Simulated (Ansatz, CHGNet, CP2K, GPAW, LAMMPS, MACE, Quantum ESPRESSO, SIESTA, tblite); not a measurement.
# GPAW runs on Zn40S29Se11 with crystalline order left by the classical run (80 atoms), part 2 of 2

How do the settings of GPAW change the result for Zn40S29Se11 with crystalline order left by the classical run (80 atoms)? A plane-wave run serves as the yardstick.

Program: GPAW 26.7.0; the method stands at each step. Banners, paths, timers and routine set-up lines are dropped from the logs unmarked, and long logs keep their key lines alone; longer cuts are marked.

So far. Step 3 (PBE, plane waves 550 eV): The run ends at a pressure of 1.07 GPa, with forces up to 2.3 eV/Å. Step 4 (RPBE, LCAO dzp, h 0.2 Å): Against the first run (7.7 %), the force difference from the reference is 15 %, at 1.0 times the CPU time; the model has changed, so this is no error of the program alone.

## 5. PBE, LCAO dzp, h 0.16 Å

Method: Kohn-Sham DFT, PBE, PAW, atomic orbitals (dzp).

Contents of run.py:

```python
import numpy as np
from ase.io import read
from gpaw import GPAW, FermiDirac

atoms = read("structure.xyz")
atoms.calc = GPAW(
    mode="lcao",
    basis="dzp",
    h=0.16,
    xc="PBE",
    kpts={"size": (1, 1, 1), "gamma": True},
    occupations=FermiDirac(0.05),
    maxiter=200,
    symmetry={"point_group": False},
    txt="gpaw.txt",
)
energy = atoms.get_potential_energy(force_consistent=True)
forces = atoms.get_forces()
print(f"energy {energy:.6f} eV")
print("forces (eV/A)")
for i, (a, f) in enumerate(zip(atoms, forces)):
    print(f"{i:4d} {a.symbol:2s} {f[0]:10.5f} {f[1]:10.5f} {f[2]:10.5f}")
print(f"Fermi level {atoms.calc.get_fermi_level():.4f} eV")
for k in range(len(atoms.calc.get_ibz_k_points())):
    for s in range(atoms.calc.get_number_of_spins()):
        e = atoms.calc.get_eigenvalues(kpt=k, spin=s)
        n = np.searchsorted(e, atoms.calc.get_fermi_level())
        print(f"k {k} spin {s} levels about the Fermi level:", np.round(e[max(n - 6, 0):n], 4).tolist(), "|", np.round(e[n:n + 6], 4).tolist())
```

Contents of structure.xyz:

```xyz
80
Lattice="11.84320 0.00000 0.00000 0.00000 11.84320 0.00000 0.00000 0.00000 11.84320" Properties=species:S:1:pos:R:3 pbc="T T T"
[... 80 atom lines left out: the same atoms as in the first run ...]
```

Run with:

```bash
$ OMP_NUM_THREADS=1 python run.py > output.txt
```

Output:

```text
energy -236.308508 eV
forces (eV/A)
   0 Zn    0.24466    0.42500   -0.46044
   1 Zn    0.13973   -0.39440    0.13314
   2 Zn    0.63318    0.76584    0.47044
   3 Zn    1.51460    0.22947   -0.07892
   4 Zn   -0.00909   -0.30605   -0.18102
   5 Zn   -0.27928    0.30563   -0.26616
   6 Zn   -0.38493   -0.74942    0.07476
   7 Zn   -0.05967   -0.03550   -0.00718
   8 Zn    0.19474   -0.44349   -0.38138
   9 Zn    0.44525    0.06339    0.17401
  10 Zn   -0.18908    0.30334    0.36683
  11 Zn    0.12507   -0.39032   -0.06371
  12 Zn   -0.21423    0.33220   -0.20896
  13 Zn   -0.05567   -0.56115   -0.08896
  14 Zn   -0.06755   -0.22421   -0.56726
  15 Zn   -0.48867    0.34848   -0.13673
  16 Zn   -0.28429    0.19972    0.07373
  17 Zn   -0.03644    0.20118    0.22918
  18 Zn   -0.31301    0.04220   -0.77534
  19 Zn    0.05766    0.04146   -0.71651
  20 Zn   -0.23969   -0.99171    0.09647
  21 Zn   -0.27161   -0.37097   -0.06450
  22 Zn    0.20073    0.05841   -0.46344
  23 Zn    0.82437   -0.04638    1.12555
[...]
72 Se   -0.00696   -0.92591    0.14418
  73 Se   -0.66501   -0.64703   -0.38644
  74 Se    0.51486    0.26967   -0.24603
  75 Se    0.04402    0.32391    0.20471
  76 Se   -0.17713    1.00061    0.12359
  77 Se   -0.53127    0.08690    0.07986
  78 Se    0.21875   -0.00407   -0.09748
  79 Se   -0.29521    0.24737    0.06759
Fermi level 5.0778 eV
k 0 spin 0 levels about the Fermi level: [3.6928, 3.7253, 4.1414, 4.2797, 4.622, 4.9638] | [5.1917, 5.77, 5.8946, 6.3955, 6.6768, 6.7174]
```

gpaw.txt:

```text
Input parameters:
  mode=LCAO(),
  basis={'default': 'dzp'},
  h=0.16,
  kpts=MonkhorstPack(size=(1, 1, 1), gamma=True),
  maxiter=200,
  occupations=Occupations(name='fermi-dirac', width=0.05, fixmagmom=False),
  symmetry=Symmetry(point_group=False),
  xc=XC(name='PBE')
Unit cell  # Å
| periodic |         x |         y |         z |   lengths |    angles |
[... lines left out ...]
  Fermi-Dirac:
[... lines left out ...]
convergence criteria:
- Maximum [total energy] change in last 3 cyles: 0.0005 eV / valence electron
[... lines left out ...]
Converged in 12 steps
[... lines left out ...]
  Free energy:    -236.308508
  Extrapolated:   -236.277538
dipole moment: (90.659758, -66.888912, -22.754242)  # |e|*Ang
Fermi level: 5.078
Eigenvalues  # (at kpt = [0.000, 0.000, 0.000])
| band index |      eig [eV] | occ [0-2] |
|------------|---------------|-----------|
|          0 |       -10.745 |     2.000 |
|        ... |               |           |
|        352 |         3.188 |     2.000 |
|        353 |         3.363 |     2.000 |
[...]
|        367 |         7.041 |     0.000 |
|        ... |               |           |
|        435 |        10.232 |     0.000 |
Gap: 0.228 eV
Transition (v -> c):
  (s=0, k=0, n=359, [0.00, 0.00, 0.00]) -> (s=0, k=0, n=360, [0.00, 0.00, 0.00])
No difference between direct/indirect transitions
Force computation time: 73.093  # s
timing:  # [seconds]
  Total:  425.553  # ━━━━━━━━━━━━━━━━━━━━━━━━━━━━━━━━━━━━━━━━━━━━━━━━━━━━━━━━
  Init:    15.972  # ━━
  SCF:    336.457  # ━━━━━━━━━━━━━━━━━━━━━━━━━━━━━━━━━━━━━━━━━━━━╸
  Forces:  73.093  # ━━━━━━━━━╸
```

The job ended after 7.1 min (1 thread of Arm Neoverse V2, shared host; peak memory 3.8 GiB).

Compared with the plane-wave run:

| Item | Value |
| --- | --- |
| r.m.s. force component | 0.4308 eV/Å |
| r.m.s. difference of force components | 31.84 meV/Å |
| longest difference of force vectors | 254.3 meV/Å |
| force difference over r.m.s. force | 7.568 % |
| slope of forces against the reference's | 1.021 |
| correlation of force components | 0.9975 |
| gap (highest filled to lowest empty level) | 0.2279 eV |
| gap difference | -0.0015 eV |
| energy less the same-level run's | -18.12 meV/atom |
| r.m.s. force difference from the same-level run | 17.66 meV/Å |

Against the first run (7.7 %), the force difference from the reference is 7.6 %, at 1.8 times the CPU time.

## 6. Side by side

Differences are against the plane-wave reference, forces as r.m.s. over components; share is that over the reference's r.m.s. force, slope the least-squares factor from reference forces to these. Total energies of different programs have different zeros and aren't compared.

```csv
run,"Δ force, r.m.s. (meV/Å)",share (%),slope,Δ pressure (GPa),Δ gap (eV),cores,CPU time,memory (GiB)
reference,-,-,-,-,-,8,2.2 min,2.5
"GPAW PBE, LCAO dzp, h 0.2 Å",32.4,7.70,1.021,-,-0.0016,1,4 min,2.0
"GPAW PBE, plane waves 550 eV",6.74,1.60,1.008,-0.0559,0.0013,4,16 min,3.2
"GPAW RPBE, LCAO dzp, h 0.2 Å",64.0,15.2,1.017,-,-0.0256,1,4.2 min,2.0
"GPAW PBE, LCAO dzp, h 0.16 Å",31.8,7.57,1.021,-,-0.0015,1,7.1 min,3.8
```

CPU time is summed over cores on a shared host, where runs went side by side, so it is rough. Symmetry, cutoffs, thresholds, outputs and thread counts weren't matched or tuned between programs; memory under MPI is the largest rank's times the ranks.

Within one program, basis, potentials and functional, energies share a zero. Each run against its twin at the usual cutoff or grid and solver:

```csv
run,twin,Δ energy (meV/atom),"Δ force, r.m.s. (meV/Å)",CPU time over the twin's
"GPAW PBE, LCAO dzp, h 0.16 Å","LCAO dzp, h 0.2 Å",-18.1,17.7,1.8
```

## 7. What came out

```yaml
nearest_in_forces: GPAW PBE, plane waves 550 eV, 1.6 %
its_cpu_time: 16 min
```

What this shows: PBE on plane waves or a grid with other potentials, cutoffs or grids differs from the reference by 1.6 % (GPAW PBE, plane waves 550 eV) of the r.m.s. force; this holds the reference's own error, so differences of a few per cent don't tell which side is nearer the exact PBE result. The PBE runs in local orbitals differ by 7.6 % (GPAW PBE, LCAO dzp, h 0.16 Å) to 7.7 % (GPAW PBE, LCAO dzp, h 0.2 Å); basis, grid and potentials can all enter. Rows with another functional or a dispersion term differ by 15 % (GPAW RPBE, LCAO dzp, h 0.2 Å), which mixes the change of model with differences of basis and potentials. None of the electronic-structure runs in the table takes under half the reference's CPU time of 2.2 min; they take 1.8 to 7.2 times as much. PBE gaps agree with the reference's 0.229 eV within 0.002 eV. The potentials hold different valence shells: 830 electrons in the reference, 720 in GPAW; this bears on time and differences. The quench rate of 4 K/ps is many orders above laboratory rates, so the cell is likely richer in defects and strain than a real sample. The network of bonds at the start is that of the classical potential that made the cell, and needn't be the one that DFT or experiment would give. The electronic-structure runs sample only Γ, in a cell whose shortest periodic width is 12 Å.

[Also dropped from logs without a mark: logging warnings of Python, and SIESTA's first energy breakdown and zero terms.]

[Logs are printed without paths, hosts, clocks, repeated set-up lines and the standing remarks that a program may print on its own settings, such as how far it seeks lower states.]

[Hosts, paths, dates, database ids (printed as entryN), source tags and the programs' standing remarks are cut or masked in the printed files.]
